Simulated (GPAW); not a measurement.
**A GW chain in GPAW: BaAlSiH (P3m1)**

Wanted: ground state, empty states, screening and self-energy for BaAlSiH (P3m1).

Main program and level: GPAW 26.7.0; LDA and many-body steps on it, plane waves.

## 1. The structure

It takes space group P3m1 (No. 156, trigonal). Conventional cell: a = 4.334 Å, b = 4.334 Å, c = 5.263 Å, α = 90.00°, β = 90.00°, γ = 120.00°. Ba has 3 H at 2.60 Å and 3 Si at 3.47 Å and 3 Al at 3.50 Å nearest. Al has 1 H at 1.74 Å and 3 Si at 2.54 Å nearest. Nearest to Si lie 3 Al at 2.54 Å and 3 H at 3.30 Å and 3 Ba at 3.47 Å. Nearest to H lie 1 Al at 1.74 Å and 3 Ba at 2.60 Å. Farther neighbours are not listed.

The cell and positions are those that the Materials Project relaxed with its own functionals (PBE, PBE+U or r2SCAN), kept fixed. Spin-orbit coupling is left out unless a step names it.

## 2. Ground state

This step: GPAW 26.7.0; DFT, LDA, plane waves, PAW.

The ground-state density comes first.

The input, run.py:

```python
import json
import numpy as np
from gpaw.mpi import world
from ase import Atoms
from gpaw import GPAW, PW, FermiDirac

atoms = Atoms(['Ba', 'Al', 'Si', 'H'],
    cell=[[4.3342275204, 0.0000000000, 0.0000000000],
      [-2.1671137602, 3.7535511384, 0.0000000000],
      [0.0000000000, 0.0000000000, 5.2625520000]],
    scaled_positions=[[0.0000000000, 0.0000000000, 0.0004360000],
      [0.6666666667, 0.3333333333, 0.4652480000],
      [0.3333333333, 0.6666666667, 0.5423070000],
      [0.6666666667, 0.3333333333, 0.1349100000]],
    pbc=(True, True, True))
calc = GPAW(mode=PW(600),
    xc='LDA',
    kpts={'size': (6, 6, 4), 'gamma': True},
    occupations=FermiDirac(0.001),
    nbands=-8,
    convergence={'density': 1e-6, 'bands': -3},
    maxiter=100,
    txt='gs.txt')
atoms.calc = calc
res = {'energy': atoms.get_potential_energy()}
kpts = calc.get_ibz_k_points()
res['kpts'] = kpts
res['eigenvalues'] = [calc.get_eigenvalues(kpt=k) for k in range(len(kpts))]
res['n_electrons'] = calc.get_number_of_electrons()
calc.write('gs.gpw')

if world.rank == 0:
    with open('result.json', 'w') as f:
        json.dump(res, f, default=lambda x: x.tolist())
```

Launch:

```console
$ mpirun -n 4 gpaw python run.py
```

Numbers of over 12 decimals in the logs are rounded to 6 here.

The log of the run:

```text
__  _  _
 | _ |_)|_||  |
 |__||  | ||/\| - 26.7.0

Input parameters:
  mode=PW(ecut=600.0),
  convergence={'density': 1e-06, 'bands': -3},
  kpts=MonkhorstPack(size=(6, 6, 4), gamma=True),
  maxiter=100,
  nbands=-8,
  occupations=Occupations(name='fermi-dirac', width=0.001, fixmagmom=False),
  xc=XC(name='LDA')
  [... matrices ...]
Diagonalizing LCAO Hamiltonian
Converting LCAO to pw mode

         Si
             Al

             H
       Ba

Atoms  # Å, Bohr magnetons
|   | symbol |         x |        y |        z |    initial magnetic moments |
| 0 |     Ba |  0.000000 | 0.000000 | 0.002294 | ( 0.0000,  0.0000,  0.0000) |
| 1 |     Al |  2.167114 | 1.251184 | 2.448392 | ( 0.0000,  0.0000,  0.0000) |
| 2 |     Si | -0.000000 | 2.502367 | 2.853919 | ( 0.0000,  0.0000,  0.0000) |
| 3 |      H |  2.167114 | 1.251184 | 0.709971 | ( 0.0000,  0.0000,  0.0000) |

Unit cell  # Å
| periodic |         x |        y |        z |  lengths |     angles |
|      yes |  4.334228 | 0.000000 | 0.000000 | 4.334228 |  90.000000 |
|      yes | -2.167114 | 3.753551 | 0.000000 | 4.334228 |  90.000000 |
|      yes |  0.000000 | 0.000000 | 5.262552 | 5.262552 | 120.000000 |

Number of symmetries: 6
Symmetry operations  # r_c * U_cc + t_c -> r_c
|   | kind |            matrix            |
| 0 |  σ   |  1, 1, 0,  0,-1, 0,  0, 0, 1 |
| 1 |  E   |  1, 0, 0,  0, 1, 0,  0, 0, 1 |
| 2 |  C3  |  0, 1, 0, -1,-1, 0,  0, 0, 1 |
| 3 |  σ   |  0,-1, 0, -1, 0, 0,  0, 0, 1 |
| 4 |  σ   | -1, 0, 0,  1, 1, 0,  0, 0, 1 |
| 5 |  C3  | -1,-1, 0,  1, 0, 0,  0, 0, 1 |

BZ-sampling:
  Number of BZ points: 144
  Number of IBZ points: 24

  Monkhorst-Pack size: [6, 6, 4]
  Monkhorst-Pack shift: [0.083333, 0.083333, 0.125]

K-points  # in reciprocal-cell coordinates
|     |                                coordinates |     weight |
|   0 | (  0.00000000,   0.00000000,   0.00000000) | 0.00694444 |
|   1 | (  0.00000000,   0.00000000,   0.25000000) | 0.01388889 |
|   2 | (  0.00000000,   0.00000000,   0.50000000) | 0.00694444 |
|   3 | (  0.16666667,   0.00000000,  -0.25000000) | 0.04166667 |
|   4 | (  0.16666667,   0.00000000,   0.00000000) | 0.04166667 |
|   5 | (  0.16666667,   0.00000000,   0.25000000) | 0.04166667 |
|   6 | (  0.16666667,   0.00000000,   0.50000000) | 0.04166667 |
|   7 | (  0.33333333,  -0.16666667,   0.00000000) | 0.04166667 |
|   8 | (  0.33333333,  -0.16666667,   0.25000000) | 0.08333333 |
|   9 | (  0.33333333,  -0.16666667,   0.50000000) | 0.04166667 |
| ... |                                            |            |
|  23 | (  0.50000000,   0.50000000,   0.50000000) | 0.02083333 |

Plane wave coefficients: 2881
Cutoff: 600.0 eV

Spin-components: 1 (collinear spins)
Bands:           17
Projectors:      19
Spin-degeneracy: 2
Datatype:        complex128

  Storage: CPU
  Wave functions: 18_741_888 bytes (4_685_472 per core)
  Projectors: 35_278_848 bytes (8_819_712 per core)
  [... matrices ...]
Parallelization:
  kpt:    4
  domain: 1
  band:   1

Density:
  Valence electrons: 18.0
  Components: 1
  Grid points: [25 25 30]
  Charge: 0.0  # |e|

Potential:
  Grid points: [25 25 30]

species:
  Ba:
    name:    Barium
    Z:       56.0
    valence: 10
    core:    46
    charge:  0.0  # [|e|]
    compensation charges:
      type: gauss
      rc: 0.37  # [Å]
      lmax: 2
    cutoffs:
      filter: 2.06  # [Å]
      core: 2.33  # [Å]
    projectors
    | kind |    occ | energy [eV] | rcut [Å] |
    |   5s |  2.000 |     -33.774 |    1.164 |
    |   6s |  2.000 |      -3.346 |    1.164 |
    |   5p |  6.000 |     -18.813 |    1.164 |
    |    p |        |       0.000 |    1.164 |
    |    d |        |       0.000 |    1.164 |
    |    d |        |      27.211 |    1.164 |

    Using partial waves for Ba as LCAO basis

  Al:
    name:    Aluminium
    Z:       13.0
    valence: 3
    core:    10
    charge:  0.0  # [|e|]
    compensation charges:
      type: gauss
      rc: 0.34  # [Å]
      lmax: 2
    cutoffs:
      filter: 1.91  # [Å]
      core: 2.36  # [Å]
    projectors
    | kind |    occ | energy [eV] | rcut [Å] |
    |   3s |  2.000 |      -7.830 |    1.085 |
    |   3p |  1.000 |      -2.783 |    1.085 |
    |    s |        |      19.382 |    1.085 |
    |    p |        |      24.428 |    1.085 |
    |    d |        |       0.000 |    1.085 |

    Using partial waves for Al as LCAO basis

  Si:
    name:    Silicon
    Z:       14.0
    valence: 4
    core:    10
    charge:  0.0  # [|e|]
    compensation charges:
      type: gauss
      rc: 0.33  # [Å]
      lmax: 2
    cutoffs:
      filter: 1.86  # [Å]
      core: 2.06  # [Å]
    projectors
    | kind |    occ | energy [eV] | rcut [Å] |
    |   3s |  2.000 |     -10.878 |    1.058 |
    |   3p |  2.000 |      -4.162 |    1.058 |
    |    s |        |      16.334 |    1.058 |
    |    p |        |      23.049 |    1.058 |
    |    d |        |       0.000 |    1.058 |

    Using partial waves for Si as LCAO basis

  H:
    name:    Hydrogen
    Z:       1.0
    valence: 1
    core:    0
    charge:  0.0  # [|e|]
    compensation charges:
      type: gauss
      rc: 0.15  # [Å]
      lmax: 2
    cutoffs:
      filter: 0.85  # [Å]
      core: 0.53  # [Å]
    projectors
    | kind |    occ | energy [eV] | rcut [Å] |
    |   1s |  1.000 |      -6.353 |    0.476 |
    |    s |        |      20.858 |    0.476 |
    |    p |        |       0.000 |    0.476 |

    Using partial waves for H as LCAO basis

Reference energy: -235557.037001  # eV

eigensolver:
  PPCG
  Converge bands: -3
  niter=2

density mixing:
  MSR1-Mixer
  Pratt-step length: 0.05
  Maximum mixing coefficient: 0.75
  Old densities: 10
  SVD Regularization: 0.005
  Good broyden scale: 1.0
  Trust region scale: 1.0
  Backstep threshold: 4.0
  History deletion threshold: 6.0
  Fourier metric: weight=20.0, sigma=0.015

occupation numbers:
  Fermi-Dirac:
    width: 0.0010  # eV

poisson solver:
  ecut: 4800.0  # eV

xc functional:
  name: None

Initialization done in: 1.058 s

convergence criteria:
- Maximum integral of absolute [dens]ity change: 1e-06 electrons / valence electron
- Maximum [total energy] change in last 3 cyles: 0.0005 eV / valence electron
- Maximum integral of absolute [eigenst]ate change: 4e-08 eV^2 / valence electron
maximum number of iterations: 100

SCF iterations
|iter     |     time |      energy | eigst |  dens |
|iter:   1|  |  -18.526212 | +0.89 |       |
|iter:   2|  |  -18.399353 | +0.11 | -0.93 |
|iter:   3|  |  -17.782712 | -0.61 | -0.97 |
|iter:   4|  |  -17.748750 | -1.61 | -1.53 |
|iter:   5|  |  -17.747956 | -2.33 | -2.15 |
|iter:   6|  |  -17.747898c| -3.48 | -2.44 |
|iter:   7|  |  -17.747895c| -4.29 | -3.20 |
|iter:   8|  |  -17.747895c| -4.57 | -3.72 |
|iter:   9|  |  -17.747895c| -5.31 | -4.09 |
|iter:  10|  |  -17.747895c| -6.52 | -5.07 |
|iter:  11|  |  -17.747895c| -7.42c| -5.76 |
|iter:  12|  |  -17.747895c| -8.25c| -6.39c|

Converged in 12 steps
SCF loop duration: 5.319 s (0.443 s/step)
Energy contributions relative to reference atoms: (reference = -235557.037001)
  [... matrices ...]
Energy contributions:
  Kinetic:          14.094781
  Coulomb:         -10.723081
  Zero:             -0.057687
  External:          0.000000
  Xc:              -21.061909
  Entropy:          -0.000000
  Spinorbit:         0.000000
  ----------------------------
  Free energy:     -17.747895
  Extrapolated:    -17.747895

dipole moment: (-12.687774, -22.867716, -31.921066)  # |e|*Ang

Fermi level: 6.225
Eigenvalues  # (at kpt = [0.000, 0.000, 0.000])
| band index |      eig [eV] | occ [0-2] |
|          0 |       -21.693 |     2.000 |
|          1 |        -7.051 |     2.000 |
|          2 |        -6.682 |     2.000 |
|          3 |        -6.682 |     2.000 |
|          4 |        -3.042 |     2.000 |
|          5 |         1.634 |     2.000 |
|          6 |         4.860 |     2.000 |
|          7 |         5.188 |     2.000 |
|          8 |         5.188 |     2.000 |
|          9 |         6.927 |     0.000 |
|         10 |         8.779 |     0.000 |
|         11 |         8.779 |     0.000 |
|         12 |         9.717 |     0.000 |
|         13 |         9.717 |     0.000 |
|         14 |        10.009 |     0.000 |
|         15 |        10.009 |     0.000 |
|         16 |        10.094 |     0.000 |

Gap: 0.691 eV
Transition (v -> c):
  (s=0, k=2, n=8, [0.00, 0.00, 0.50]) -> (s=0, k=21, n=9, [0.50, 0.50, 0.00])
Direct/indirect transitions are different
Direct gap: 1.254 eV
Transition at: (s=0, k=21, n=8, [0.50, 0.50, 0.00])
# Writing to gs.gpw (mode='')
  [... matrices ...]
```

The job ended after 8.3 s (4 MPI ranks of Arm Neoverse V1, shared host; peak memory 0.7 GiB).

This step gave:

| Item | Value |
| --- | --- |
| total energy | -17.75 eV |
| gap | 0.6909 eV |
| k of the valence top | 0, 0, 0.5 |
| k of the conduction bottom | 0.5, 0.5, 0 |
| least direct gap | 1.254 eV |

The gap is indirect, with the least direct gap 0.56 eV higher.

## 3. Empty states on the mesh, 3×3×2 mesh, 149 bands

The sums over transitions need many empty states on a uniform mesh; this step solves for them.

The input, run.py:

```python
import json
import numpy as np
from gpaw.mpi import world
from gpaw import GPAW

calc = GPAW('gs.gpw').fixed_density(kpts={'size': (3, 3, 2), 'gamma': True},
    nbands=173,
    convergence={'bands': 149},
    txt='nscf.txt')
calc.write('full.gpw', mode='all')
res = {}
kpts = calc.get_ibz_k_points()
res['kpts'] = kpts
res['eigenvalues'] = [calc.get_eigenvalues(kpt=k) for k in range(len(kpts))]
res['n_electrons'] = calc.get_number_of_electrons()

if world.rank == 0:
    with open('result.json', 'w') as f:
        json.dump(res, f, default=lambda x: x.tolist())
```

Launch:

```console
$ mpirun -n 4 gpaw python run.py
```

The log of the run:

```text
Diagonalizing LCAO Hamiltonian
Converting LCAO to pw mode
convergence criteria:
- Maximum integral of absolute [eigenst]ate change: 4e-08 eV^2 / valence electron
maximum number of iterations: 100

SCF iterations
|iter     |     time |      energy | eigst |  dens |
|iter:   1|  |             | +4.55 |       |
|iter:   2|  |             | +3.38 |       |
|iter:   3|  |             | +2.28 |       |
[...]
|iter:  13|  |             | -6.59 |       |
|iter:  14|  |             | -7.01 |       |
|iter:  15|  |             | -7.48c|       |
SCF steps: 15
  __  _  _
 | _ |_)|_||  |
 |__||  | ||/\| - 26.7.0

Input parameters:
  mode=PW(ecut=600.0),
  convergence={'bands': 149},
  gpts=array([25, 25, 30]),
  kpts=MonkhorstPack(size=(3, 3, 2), gamma=True),
  maxiter=100,
  nbands=173,
  occupations=Occupations(name='fermi-dirac', width=0.001, fixmagmom=False),
  parallel={},
  xc=XC(name='LDA')
# Writing to full.gpw (mode='all')
  [... matrices ...]

timing:  # [seconds]
  Total: 0.061  # ━━━━━━━━━━━━━━━━━━━━━━━━━━━━━━━━━━━━━━━━━━━━━━━━━━━━━━━━━━━
```

The job ended after 28 s (4 MPI ranks; peak memory 0.77 GiB; 1.9 min of CPU time).

This step gave:

* gap: 1.067 eV
* k of the valence top: 0, 0, 0.5
* k of the conduction bottom: 0.3333, 0, 0
* least direct gap: 1.651 eV
* k points computed: 6
* lowest point of the top converged band, above the valence top: 69.1594 eV

On this mesh the gap is 1.067 eV. The earlier step found 0.691 eV, so this mesh misses an edge.

## 4. Screening and self-energy, 3×3×2 mesh, 139 bands, screening to 80 eV

Now the one-shot GW correction: screening in the RPA, then the self-energy of the levels asked for.

This step: G0W0 on LDA, plane waves, PAW.

The input, run.py:

```python
import json
import numpy as np
from gpaw.mpi import world
from gpaw.response.g0w0 import G0W0

gw = G0W0('full.gpw',
    filename='gw',
    kpts=[0, 1, 2],
    bands=(7, 11),
    ecut=80,
    nbands=139,
    integrate_gamma='WS',
    ppa=True)
gw.calculate()
res = {mode: {k: v for k, v in r.items() if k != 'sigma_eskwn'}
       for mode, r in gw.all_results.items()}

if world.rank == 0:
    with open('result.json', 'w') as f:
        json.dump(res, f, default=lambda x: x.tolist())
```

Launch:

```console
$ mpirun -n 4 gpaw python run.py
```

The log of the run:

```text
Using integrator: PointIntegrator
FrequencyGridDescriptor(from 0.000+0.000j to 0.000+27.211j eV, 2 points)
Nonperiodic BCs:  [False False False]
Using integrator: PointIntegrator
FrequencyGridDescriptor(from 0.000+0.000j to 0.000+27.211j eV, 2 points)
Nonperiodic BCs:  [False False False]
  ___  _ _ _
 |   || | | |
 | | || | | |
 |__ ||_____|
 |___|

BZ k-points: Symmetries present (total): 6

  [... matrices ...]
18 k-points: 3 x 3 x 2 Monkhorst-Pack grid + [0.000000,0.000000,1/4]
6 k-points in the irreducible part of the Brillouin zone
       k-points in crystal coordinates                weights
   0:     0.00000000    0.00000000    0.00000000          1/18
   1:     0.00000000    0.00000000    0.50000000          1/18
   2:     0.33333333    0.00000000    0.00000000          6/18
   3:     0.33333333    0.00000000    0.50000000          6/18
   4:     0.33333333    0.33333333    0.00000000          2/18
   5:     0.33333333    0.33333333    0.50000000          2/18

Distributing spins, k-points and bands (1 x 3 x 4) over 4 processes
Number of blocks: 1

Quasi particle states:
k-points (IBZ indices): [0, 1, 2]
Band range: (7, 11)
  [... matrices ...]
Computational parameters:
Plane wave cut-off: 80 eV
Number of bands: 139
Coulomb cutoff: None
Broadening: 0.1 eV

fxc modes: GW
Kernel: RPA
Using Godby-Needs plasmon-pole approximation:
  Fitting energy: i*E0, E0 = 1.000 Hartree
Summing all q:

Calculating screened Coulomb potential
No Coulomb truncation
FrequencyGridDescriptor(from 0.000+0.000j to 0.000+27.211j eV, 2 points)
Removing empty qpoint cache files...

Calculating chi0 body with:
    Ground state adapter containing:
    Number of spins: 1
    Number of kpoints: 18
    Number of irreducible kpoints: 6
    Number of completely occupied states: 9
    Number of partially occupied states: 9
    Occupied states memory: 2.574921 M / cpu

    Linear response parametrization:
    q_c: [0.0, 0.0, 0.0]
    Number of frequency points: 2
    Planewave cutoff: 80.0
    Number of bands: 139
    Number of planewaves: 121
    Broadening (eta): 1e-06
    comm.size: 4
    kncomm.size: 4
    blockcomm.size: 1

    Memory estimate of potentially large arrays:
        chi0_wGG: 0.446808 M / cpu
Integrating chi0 body.

Symmetries of q_c:
    Direct symmetries (Uq -> q): 6
    Indirect symmetries (TUq -> q): 6
In total 12 allowed symmetries.

  [... matrices ...]
6 groups of equivalent kpoints. 66.666667% reduction.

Integral kind: response function
Integrating chi0 head and wings.

Symmetries of q_c:
    Direct symmetries (Uq -> q): 6
    Indirect symmetries (TUq -> q): 6
In total 12 allowed symmetries.

  [... matrices ...]
6 groups of equivalent kpoints. 66.666667% reduction.

Integral kind: response function wings

Calculating chi0 body with:
    Ground state adapter containing:
    Number of spins: 1
    Number of kpoints: 18
    Number of irreducible kpoints: 6
    Number of completely occupied states: 9
    Number of partially occupied states: 9
    Occupied states memory: 2.574921 M / cpu

[... the further q-points ...]

Results:
f:      Occupation numbers
eps:     KS-eigenvalues [eV]
vxc:     KS vxc [eV]
exx:     Exact exchange [eV]
sigma:   Self-energies [eV]
dsigma:  Self-energy derivatives
Z:       Renormalization factors
qp:      QP-energies [eV]

k-point 0 (0): (0.000, 0.000, 0.000)                GW
band       f     eps     vxc     exx   sigma  dsigma       Z      qp
                                                                   GW
   7   1.000   5.188 -11.702 -13.050   1.007  -0.303   0.767   4.926
   8   1.000   5.188 -11.702 -13.050   1.007  -0.303   0.767   4.926
   9   0.000   6.927 -11.301  -7.221  -3.774  -0.290   0.775   7.164
  10   0.000   8.779 -10.809  -6.124  -4.296  -0.293   0.774   9.079

k-point 1 (1): (0.000, 0.000, 0.500)                GW
band       f     eps     vxc     exx   sigma  dsigma       Z      qp
                                                                   GW
   7   1.000   5.535 -12.038 -13.420   1.006  -0.305   0.766   5.247
   8   1.000   5.677 -11.155 -12.237   0.735  -0.303   0.767   5.411
   9   0.000   7.328 -12.322  -7.826  -4.035  -0.291   0.774   7.685
  10   0.000   7.471 -10.708  -6.318  -3.949  -0.277   0.783   7.817

k-point 2 (2): (0.333, 0.000, 0.000)                GW
band       f     eps     vxc     exx   sigma  dsigma       Z      qp
                                                                   GW
   7   1.000   4.686 -11.836 -13.554   1.307  -0.312   0.762   4.373
   8   1.000   5.087 -10.659 -11.466   0.584  -0.298   0.770   4.915
   9   0.000   6.744 -10.383  -6.626  -3.536  -0.282   0.780   6.916
  10   0.000   8.035 -10.727  -6.322  -4.063  -0.279   0.782   8.302
```

The job ended after 21 s (4 MPI ranks; peak memory 1.4 GiB).

This step gave:

```
G0W0 gap on the points computed              : 1.505 eV
least direct G0W0 gap on the computed points : 2.001 eV
Z at the valence top                         : 0.7673
Z at the conduction bottom                   : 0.7799
starting gap on the mesh                     : 1.067 eV
k of the valence top                         : 0, 0, 0.5
k of the conduction bottom                   : 0.3333, 0, 0
```

The gap on the mesh goes from 1.07 eV to 1.50 eV, a correction of +0.44 eV. The start differs from the 0.69 eV found before because the two sample other k points.

Limits: finite bands, cutoff and mesh; no spin-orbit coupling; coarse k mesh. v1 is the top filled band, c1 the lowest empty one. The levels before and after the correction (eV, zero at the valence-band top of each column):

```tsv
	conduction bottom	valence top
Kohn-Sham	1.07	0.00
G0W0	1.50	0.00
```

```tsv
	level	energy (eV)
Kohn-Sham	(0 0 0.5) v2	-0.142
Kohn-Sham	(0 0 0.5) v1	0.000
Kohn-Sham	(0 0 0.5) c1	1.651
Kohn-Sham	(0 0 0.5) c2	1.794
Kohn-Sham	(0.333 0 0) v2	-0.991
Kohn-Sham	(0.333 0 0) v1	-0.590
Kohn-Sham	(0.333 0 0) c1	1.067
Kohn-Sham	(0.333 0 0) c2	2.358
G0W0	(0 0 0.5) v2	-0.164
G0W0	(0 0 0.5) v1	0.000
G0W0	(0 0 0.5) c1	2.274
G0W0	(0 0 0.5) c2	2.406
G0W0	(0.333 0 0) v2	-1.038
G0W0	(0.333 0 0) v1	-0.496
G0W0	(0.333 0 0) c1	1.505
G0W0	(0.333 0 0) c2	2.891
```

## 5. Where the time went

Times are wall times on 4 MPI ranks of Arm Neoverse V1, shared host, good to a factor of about two.

```tsv
step	time	share	memory (GiB)
ground state	8.3 s	15 %	0.7
empty states on the mesh	28 s	49 %	0.77
screening and self-energy	21 s	36 %	1.4
```

## 6. Outcome

```json
{
  "LDA gap": "0.69 eV, indirect",
  "G0W0 gap on the mesh": "1.50 eV",
  "G0W0 gap over the zone (rigid shift)": "1.13 eV",
  "GW settings": "3×3×2 mesh, 139 bands, screening to 80 eV, Godby-Needs plasmon pole",
  "known limits": "not at the basis limit; no spin-orbit coupling; coarse k mesh"
}
```

**Reading.** G0W0 moves the gap on the mesh from 1.07 eV to 1.50 eV (+0.44 eV), with Z of 0.77 and 0.78 at the edges. The mesh misses the band edges by 0.38 eV in all; a rigid shift gives 1.13 eV for the zone. Only 3 of the mesh's irreducible points were corrected, so a valley elsewhere could overtake. Bands and cutoff are finite, so the gap is not at the basis limit. The miss can reach some tenths of an eV and take either sign; the mesh is an error of its own. These stock PAW sets were not made for GW. In the G0W0 run levels were corrected at 3 k points alone, so a gap called «on the mesh» is the least over those, and an edge elsewhere would be missed. A denser mesh or path gives a starting gap of 0.69 eV: the GW mesh misses a band edge, so its gaps are not the fundamental one. The 3×3×2 mesh is coarse for this cell, which bears on the long-range parts of exchange and screening. The many-body steps are scalar-relativistic: spin-orbit coupling is not in them.

[Paths, hosts, dates, memory and timing lines, banners, echoed tables and standing remarks are left out of the program output.]

[Logs are printed without paths, hosts, clocks, repeated set-up lines and the standing remarks that a program may print on its own settings, such as how far it seeks lower states.]

[Runs of the session that timed out or met a known fault of the program may be left out.]

[Hosts, paths, dates, database ids (printed as entryN), source tags and the programs' standing remarks are cut or masked in the printed files.]
